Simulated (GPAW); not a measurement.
# OH/Al(110): simulated STM images

Aim: Tersoff-Hamann images of OH/Al(110) at several biases.

Method: GPAW, PAW setups; slab in vacuum, relaxation, in the first sound run; inputs show where later runs differ, in GPAW 26.7.0.

## Step 1: The starting structure

The cell holds 7 atoms: 5 Al, 1 O and 1 H. Cell: a = 4.050 Å, b = 2.864 Å, c = 23.208 Å, α = 90.0°, β = 90.0°, γ = 90.0°. Vacuum lies along c.

## Step 2: Relaxation

Forces are removed first; all later runs use this geometry. The lowest 3 atoms are held at bulk positions and keep their forces.

File run.py:

```python
import json
import numpy as np
from ase import Atoms
from ase.constraints import FixAtoms
from ase.optimize import BFGS
from gpaw import GPAW, PW

slab = Atoms(
    ['Al', 'Al', 'Al', 'Al', 'Al', 'O', 'H'],
    positions=[
        [0.00000, 0.00000, 8.00000],
        [2.02500, 1.43189, 9.43189],
        [0.00000, 0.00000, 10.86378],
        [2.02500, 1.43189, 12.29567],
        [0.00000, 0.00000, 13.72756],
        [2.02500, 0.00000, 14.22756],
        [2.02500, 0.00000, 15.20756]],
    cell=[[4.05, 0.0, 0.0], [0.0, 2.86378, 0.0], [0.0, 0.0, 23.20756]],
    pbc=[True, True, False])

slab.calc = GPAW(mode=PW(500), xc='PBE', kpts={'size': (8, 11, 1), 'gamma': True},
                 occupations={'name': 'fermi-dirac', 'width': 0.1}, nbands='200%',
                 convergence={'density': 1e-05}, maxiter=200,
                 poissonsolver={'dipolelayer': 'xy'},
                 symmetry={'tolerance': 1e-3, 'extra_ids': [1, 1, 1, 0, 0, 0, 0]}, txt='slab.txt')
result = {}
slab.set_constraint(FixAtoms([0, 1, 2]))
path = []
opt = BFGS(slab, maxstep=0.2)
opt.attach(lambda: path.append((slab.get_potential_energy(), slab.positions.tolist(), slab.get_forces().tolist())))
result['relaxed'] = bool(opt.run(fmax=0.03, steps=40))
result['path'] = path
energy = slab.get_potential_energy()
fermi = slab.calc.get_fermi_level()
v = slab.calc.get_electrostatic_potential().mean((0, 1)) - fermi
n = slab.calc.get_pseudo_density().mean((0, 1))
L = slab.cell[2, 2]
z = np.arange(len(v)) * L / len(v)
low, high = slab.positions[:, 2].min(), slab.positions[:, 2].max()
below, above = np.interp([low - 5.8, high + 5.8], z, v)
slopes = [np.interp(x, z, np.gradient(v, z)) for x in (low - 5.8, high + 5.8)]
eps = np.array([[slab.calc.get_eigenvalues(k, s) for k in range(len(slab.calc.get_ibz_k_points()))]
                for s in range(slab.calc.get_number_of_spins())]) - fermi
top, bottom = eps[eps < 0].max(), eps[eps > 0].min()
dipole = slab.get_dipole_moment()[2]
print(f'energy {energy:.4f} eV, Fermi level {fermi:.4f} eV, dipole {dipole:.5f} e A')
print(f'potential 5.8 A off the faces, from the Fermi level: lower {below:.4f} eV, upper {above:.4f} eV')
print(f'slope of the potential there: lower {slopes[0]:.5f}, upper {slopes[1]:.5f} eV/A')
print(f'nearest levels on the mesh: {top:.4f} and {bottom:.4f} eV')
print('magnetic moment', round(slab.get_magnetic_moment(), 3))
result.update(energy=energy, fermi=fermi, dipole=dipole, below=below, above=above, slopes=slopes, edges=[top, bottom],
              z=z.tolist(), v=v.tolist(), n=n.tolist(), positions=slab.positions.tolist(),
              forces=slab.get_forces(apply_constraint=False).tolist(), moments=slab.get_magnetic_moments().tolist())
json.dump(result, open('result.json', 'w'))
```

Command:

```console
OMP_NUM_THREADS=1 OPENBLAS_NUM_THREADS=1 python run.py
```

Log:

```text
Step          Energy          fmax
BFGS:    0      -27.676537        0.667739
BFGS:    1      -27.690918        0.636128
BFGS:    2      -27.834580        1.509931
BFGS:    3      -27.851844        0.472850
BFGS:    4      -27.855908        0.274649
BFGS:    5      -27.863040        0.646218
BFGS:    6      -27.882394        1.298533
BFGS:    7      -27.900554        1.400549
BFGS:    8      -27.955535        1.117513
BFGS:    9      -27.996111        0.470934
BFGS:   10      -28.002395        0.296097
BFGS:   11      -28.005056        0.238200
BFGS:   12      -28.007908        0.190381
BFGS:   13      -28.016596        0.151246
BFGS:   14      -28.020127        0.085275
BFGS:   15      -28.021090        0.015843
energy -27.9847 eV, Fermi level 0.1977 eV, dipole 0.12039 e A
potential 5.8 A off the faces, from the Fermi level: lower 4.2818 eV, upper 2.3952 eV
slope of the potential there: lower -0.00073, upper 0.00018 eV/A
nearest levels on the mesh: -0.0208 and 0.0222 eV
magnetic moment 0.0
```

The job ended after 23 min (1 thread of Arm Neoverse V1, shared host; peak memory 0.33 GiB).

Relaxation path:

```csv
step,energy less that of the first step (eV),largest force (eV/Å)
1,0.0000,0.6677
2,-0.0143,0.6361
3,-0.1556,1.5099
4,-0.1728,0.4728
5,-0.1769,0.2746
6,-0.1841,0.6462
7,-0.2036,1.2985
8,-0.2215,1.4005
9,-0.2772,1.1175
10,-0.3222,0.4709
11,-0.3309,0.2961
12,-0.3334,0.2382
13,-0.3364,0.1904
14,-0.3459,0.1512
15,-0.3502,0.0853
16,-0.3514,0.0158
```

The atoms that moved most (Å):

```csv
atom,dx,dy,dz,length
O6,0.000,0.000,0.675,0.675
H7,0.000,0.000,0.673,0.673
Al5,0.000,0.000,0.332,0.332
Al4,0.000,0.000,-0.041,0.041
```

The relaxed structure:

```xyz
7
Lattice="4.0500 0.0000 0.0000 0.0000 2.8638 0.0000 0.0000 0.0000 23.2076" Properties=species:S:1:pos:R:3
Al    0.0000    0.0000    8.0000
Al    2.0250    1.4319    9.4319
Al    0.0000    0.0000   10.8638
Al    2.0250    1.4319   12.2550
Al    0.0000    0.0000   14.0598
O     2.0250    0.0000   14.9025
H     2.0250    0.0000   15.8801
```

This step gave:

| Property | Result |
| --- | --- |
| dipole along the normal | 0.1204 e·Å |
| levels nearest the Fermi level on the mesh | -0.02077, 0.02223 eV from the Fermi level |
| upper work function | 2.395 eV |
| lower work function | 4.282 eV |

The electrostatic potential energy of an electron (without an applied field's), less the Fermi level, planar mean oscillates, so the rows of the table below give means over windows of 1.45 Å about each position, cut where the curve ends. Its maxima inside the range that stand out by 2 % of the span (Å: eV): 0.6: 4.28, 8.7: -4.90, 10.2: -4.95, 11.6: -5.35, 13.2: -2.00, 14.5: -6.32, 15.6: 1.15. Its minima: 8.0: -8.84, 9.5: -9.23, 10.8: -9.32, 12.2: -8.97, 14.0: -8.51, 14.9: -7.82, 15.9: 0.601.

Table of electrostatic potential energy of an electron (without an applied field's), less the Fermi level, planar mean by z; means over each step:

```csv
z (Å),"electrostatic potential energy of an electron (without an applied field's), less the Fermi level, planar mean (eV)"
0.72,4.16
2.17,4.28
3.62,4.28
5.07,4.24
6.52,2.89
7.97,-5.87
9.42,-6.98
10.87,-7.10
12.32,-6.29
13.77,-5.56
15.22,-2.86
16.67,1.94
18.12,2.38
19.57,2.39
21.02,2.40
22.47,2.47
```

The pseudo valence density, planar mean oscillates, so the rows of the table below give means over windows of 1 Å about each position, cut where the curve ends. Its maxima inside the range that stand out by 2 % of the span (Å: e/Å³): 8.7: 0.200, 10.2: 0.201, 11.4: 0.203, 12.8: 0.165, 14.9: 0.689. Its minima: 9.5: 0.149, 10.8: 0.152, 12.4: 0.136, 13.9: 0.129.

Table of pseudo valence density, planar mean by z; means over each step:

z (Å), pseudo valence density, planar mean (e/Å³) and a bar:
```
        3      0.000 
        4      0.000 
        5      0.001 
        6      0.011 #
        7      0.069 ####
        8      0.136 ########
        9      0.182 ###########
       10      0.187 ###########
       11      0.177 ##########
       12      0.168 ##########
       13      0.157 #########
       14      0.193 ###########
       15      0.508 ##############################
       16      0.102 ######
       17      0.006 
       18      0.000 
       19      0.000
```

The relaxation lowered the energy of the cell by 0.351 eV (energies extrapolated to zero smearing; the optimiser's log prints free energies). The largest force left on a free atom is 0.016 eV/Å.

## Step 3: Plane waves, PBE

The work function is the vacuum plateau of the electrostatic potential less the Fermi level; a dipole layer lets the two faces have plateaus of their own.

This step: GPAW, PAW setups; slab in vacuum (GPAW 26.7.0).

Edit run.py of step 2 so:

```diff
@@ -3,4 +3,3 @@
 from ase import Atoms
-from ase.constraints import FixAtoms
-from ase.optimize import BFGS
+from ase.dft.stm import STM
 from gpaw import GPAW, PW
@@ -13,6 +12,6 @@
         [0.00000, 0.00000, 10.86378],
-        [2.02500, 1.43189, 12.29567],
-        [0.00000, 0.00000, 13.72756],
-        [2.02500, 0.00000, 14.22756],
-        [2.02500, 0.00000, 15.20756]],
+        [2.02500, 1.43189, 12.25497],
+        [0.00000, -0.00000, 14.05982],
+        [2.02500, -0.00000, 14.90252],
+        [2.02500, 0.00000, 15.88008]],
     cell=[[4.05, 0.0, 0.0], [0.0, 2.86378, 0.0], [0.0, 0.0, 23.20756]],
@@ -24,10 +23,4 @@
                  poissonsolver={'dipolelayer': 'xy'},
-                 symmetry={'tolerance': 1e-3, 'extra_ids': [1, 1, 1, 0, 0, 0, 0]}, txt='slab.txt')
+                 symmetry={'tolerance': 1e-3}, txt='slab.txt')
 result = {}
-slab.set_constraint(FixAtoms([0, 1, 2]))
-path = []
-opt = BFGS(slab, maxstep=0.2)
-opt.attach(lambda: path.append((slab.get_potential_energy(), slab.positions.tolist(), slab.get_forces().tolist())))
-result['relaxed'] = bool(opt.run(fmax=0.03, steps=40))
-result['path'] = path
 energy = slab.get_potential_energy()
@@ -53,2 +46,16 @@
               forces=slab.get_forces(apply_constraint=False).tolist(), moments=slab.get_magnetic_moments().tolist())
+
+# Images need the states of the whole zone, up to time reversal
+slab.calc = slab.calc.fixed_density(symmetry={'point_group': False}, txt='states.txt', nbands='290%',
+                                    convergence={'bands': 'CBM+1.8'})
+stm = STM(slab)
+result['stm'] = []
+for bias in [-2.0, -1.0, 1.5]:
+    height = high + 3.0
+    current = stm.get_averaged_current(bias, height)
+    x, y, h = stm.scan(bias, current)
+    i, f = divmod(height / L * stm.ldos.shape[2], 1)
+    I = abs((1 - f) * stm.ldos[:, :, int(i)] + f * stm.ldos[:, :, int(i) + 1])
+    print(f'bias {bias} V: mean current at 3.0 A {current:.4e}, corrugation {np.ptp(h):.4f} A')
+    result['stm'].append(dict(bias=bias, current=current, h=(h - high).tolist(), I=I.tolist()))
 json.dump(result, open('result.json', 'w'))
```

Log:

```text
energy -27.9847 eV, Fermi level 0.1978 eV, dipole 0.12037 e A
potential 5.8 A off the faces, from the Fermi level: lower 4.2817 eV, upper 2.3951 eV
slope of the potential there: lower -0.00073, upper 0.00018 eV/A
nearest levels on the mesh: -0.0208 and 0.0222 eV
magnetic moment 0.0
bias -2.0 V: mean current at 3.0 A 1.5472e-05, corrugation 0.0807 A
bias -1.0 V: mean current at 3.0 A 1.1414e-05, corrugation 0.0976 A
bias 1.5 V: mean current at 3.0 A 5.3929e-04, corrugation 0.0907 A
```

Elapsed: 3.2 min, on 1 thread; peak memory 0.61 GiB.

Numbers from this step:

* levels nearest the Fermi level on the mesh: -0.02076, 0.02223 eV from the Fermi level
* corrugation -2: 0.08072 Å
* corrugation -1: 0.09759 Å
* corrugation 1.5: 0.09069 Å

The electrostatic potential energy of an electron (without an applied field's), less the Fermi level, planar mean oscillates, so the rows of the table below give means over windows of 1.45 Å about each position, cut where the curve ends. Its maxima inside the range that stand out by 2 % of the span (Å: eV): 0.5: 4.28, 8.7: -4.90, 10.2: -4.95, 11.6: -5.35, 13.2: -2.00, 14.5: -6.32, 15.6: 1.15. Its minima: 8.0: -8.84, 9.5: -9.23, 10.8: -9.32, 12.2: -8.97, 14.0: -8.51, 14.9: -7.82, 15.9: 0.601.

Table of electrostatic potential energy of an electron (without an applied field's), less the Fermi level, planar mean by z; means over each step:

z (Å), electrostatic potential energy of an electron (without an applied field's), less the Fermi level, planar mean (eV) and a bar from the least value:
```
     0.72       4.16 ##############################
     2.17       4.28 ##############################
     3.62       4.28 ##############################
     5.07       4.24 ##############################
     6.52       2.89 ##########################
     7.97      -5.87 ###
     9.42      -6.98 
    10.87      -7.10 
    12.32      -6.29 ##
    13.77      -5.56 ####
    15.22      -2.86 ###########
    16.67       1.94 ########################
    18.12       2.38 #########################
    19.57       2.39 #########################
    21.02       2.40 #########################
    22.47       2.47 #########################
```

The pseudo valence density, planar mean oscillates, so the rows of the table below give means over windows of 1 Å about each position, cut where the curve ends. Its maxima inside the range that stand out by 2 % of the span (Å: e/Å³): 8.7: 0.200, 10.2: 0.201, 11.4: 0.203, 12.8: 0.165, 14.9: 0.689. Its minima: 9.5: 0.149, 10.8: 0.152, 12.4: 0.136, 13.9: 0.129.

Table of pseudo valence density, planar mean by z; means over each step:

z (Å), pseudo valence density, planar mean (e/Å³) and a bar:
```
        3      0.000 
        4      0.000 
        5      0.001 
        6      0.011 #
        7      0.069 ####
        8      0.136 ########
        9      0.182 ###########
       10      0.187 ###########
       11      0.177 ##########
       12      0.168 ##########
       13      0.157 #########
       14      0.193 ###########
       15      0.508 ##############################
       16      0.102 ######
       17      0.006 
       18      0.000 
       19      0.000
```

Tip height over the top atom over a1 and a2. Sample bias -2 V, constant current at the mean current 3.0 Å over the top atom.

Ten even steps from '0' (2.964 Å) to '9' (3.045 Å):
```
433566789999998766533
433345788899888754333
443224665688656642234
222223444566544432222
001233345544554333210
000122224433442222100
210000002211220000001
210000002211220000001
000122224433442222100
001233345544554333210
222223444566544432222
443224665688656642234
433345788899888754333
433566789999998766533
444676789999998767644
```
Columns: a1 from 0 to 0.952; rows upwards: a2 from 0 to 0.933.

Local density of states summed over the bias window over a1 and a2. Sample bias -2 V, constant height 3.0 Å over the top atom.

Values in units of 1e-5 arbitrary, 15 rows by 16 columns, each cell a mean:
```
1.5 1.5 1.6 1.6 1.6 1.6 1.7 1.7 1.7 1.7 1.7 1.6 1.6 1.6 1.6 1.5
1.5 1.5 1.5 1.6 1.6 1.6 1.6 1.7 1.7 1.7 1.6 1.6 1.6 1.5 1.5 1.5
1.5 1.5 1.5 1.5 1.6 1.6 1.6 1.6 1.6 1.6 1.6 1.6 1.6 1.5 1.5 1.5
1.5 1.5 1.5 1.5 1.5 1.6 1.6 1.6 1.6 1.6 1.6 1.6 1.5 1.5 1.5 1.5
1.5 1.5 1.5 1.5 1.5 1.5 1.6 1.6 1.6 1.6 1.6 1.5 1.5 1.5 1.5 1.5
1.5 1.5 1.5 1.5 1.5 1.5 1.5 1.5 1.5 1.5 1.5 1.5 1.5 1.5 1.5 1.5
1.5 1.5 1.5 1.5 1.5 1.5 1.5 1.5 1.5 1.5 1.5 1.5 1.5 1.5 1.5 1.5
1.5 1.5 1.5 1.5 1.5 1.5 1.5 1.5 1.5 1.5 1.5 1.5 1.5 1.5 1.5 1.5
1.5 1.5 1.5 1.5 1.5 1.5 1.5 1.5 1.5 1.5 1.5 1.5 1.5 1.5 1.5 1.5
1.5 1.5 1.5 1.5 1.5 1.5 1.6 1.6 1.6 1.6 1.6 1.5 1.5 1.5 1.5 1.5
1.5 1.5 1.5 1.5 1.5 1.6 1.6 1.6 1.6 1.6 1.6 1.6 1.5 1.5 1.5 1.5
1.5 1.5 1.5 1.5 1.6 1.6 1.6 1.6 1.6 1.6 1.6 1.6 1.6 1.5 1.5 1.5
1.5 1.5 1.5 1.6 1.6 1.6 1.6 1.7 1.7 1.7 1.6 1.6 1.6 1.5 1.5 1.5
1.5 1.5 1.6 1.6 1.6 1.6 1.7 1.7 1.7 1.7 1.7 1.6 1.6 1.6 1.6 1.5
1.5 1.5 1.6 1.6 1.6 1.6 1.7 1.7 1.7 1.7 1.7 1.6 1.6 1.6 1.6 1.5
```
Columns: a1 from 0 to 0.952; rows upwards: a2 from 0 to 0.933.

Tip height over the top atom over a1 and a2. Sample bias -1 V, constant current at the mean current 3.0 Å over the top atom.

Values in Å, 15 rows by 16 columns, each cell a mean:
```
3.032 3.025 3.026 3.024 3.016 3.017 3.011 3.009 3.012 3.008 3.013 3.016 3.016 3.027 3.025 3.026
3.038 3.024 3.015 3.011 3.011 3.013 3.004 3.006 3.012 3.004 3.006 3.014 3.010 3.012 3.016 3.027
3.038 3.025 3.010 3.001 3.004 3.002 2.988 2.990 2.997 2.988 2.991 3.003 3.003 3.003 3.013 3.029
3.023 3.018 3.008 2.999 2.998 2.990 2.978 2.975 2.976 2.975 2.981 2.993 2.999 3.000 3.010 3.020
3.005 3.006 3.006 3.000 2.993 2.981 2.976 2.969 2.963 2.971 2.977 2.983 2.995 3.002 3.006 3.006
3.005 3.004 3.003 2.996 2.981 2.967 2.964 2.958 2.952 2.961 2.965 2.969 2.985 2.999 3.003 3.004
3.013 3.005 2.996 2.985 2.966 2.955 2.952 2.947 2.943 2.949 2.952 2.956 2.970 2.989 2.998 3.007
3.013 3.005 2.996 2.985 2.966 2.955 2.952 2.947 2.943 2.949 2.952 2.956 2.970 2.989 2.998 3.007
3.005 3.004 3.003 2.996 2.981 2.967 2.964 2.958 2.952 2.961 2.965 2.969 2.985 2.999 3.003 3.004
3.005 3.006 3.006 3.000 2.993 2.981 2.976 2.969 2.963 2.971 2.977 2.983 2.995 3.002 3.006 3.006
3.023 3.018 3.008 2.999 2.998 2.990 2.978 2.975 2.976 2.975 2.981 2.993 2.999 3.000 3.010 3.020
3.038 3.025 3.010 3.001 3.004 3.002 2.988 2.990 2.997 2.988 2.991 3.003 3.003 3.003 3.013 3.029
3.038 3.024 3.015 3.011 3.011 3.013 3.004 3.006 3.012 3.004 3.006 3.014 3.010 3.012 3.016 3.027
3.032 3.025 3.026 3.024 3.016 3.017 3.011 3.009 3.012 3.008 3.013 3.016 3.016 3.027 3.025 3.026
3.032 3.028 3.034 3.033 3.017 3.015 3.011 3.007 3.008 3.007 3.013 3.015 3.020 3.036 3.032 3.028
```
Columns: a1 from 0 to 0.952; rows upwards: a2 from 0 to 0.933.

(Continued in part 2 of 2.)

[Logs are printed without paths, hosts, clocks, repeated set-up lines and the standing remarks that a program may print on its own settings, such as how far it seeks lower states.]

[Hosts, paths, dates, database ids (printed as entryN), source tags and the programs' standing remarks are cut or masked in the printed files.]
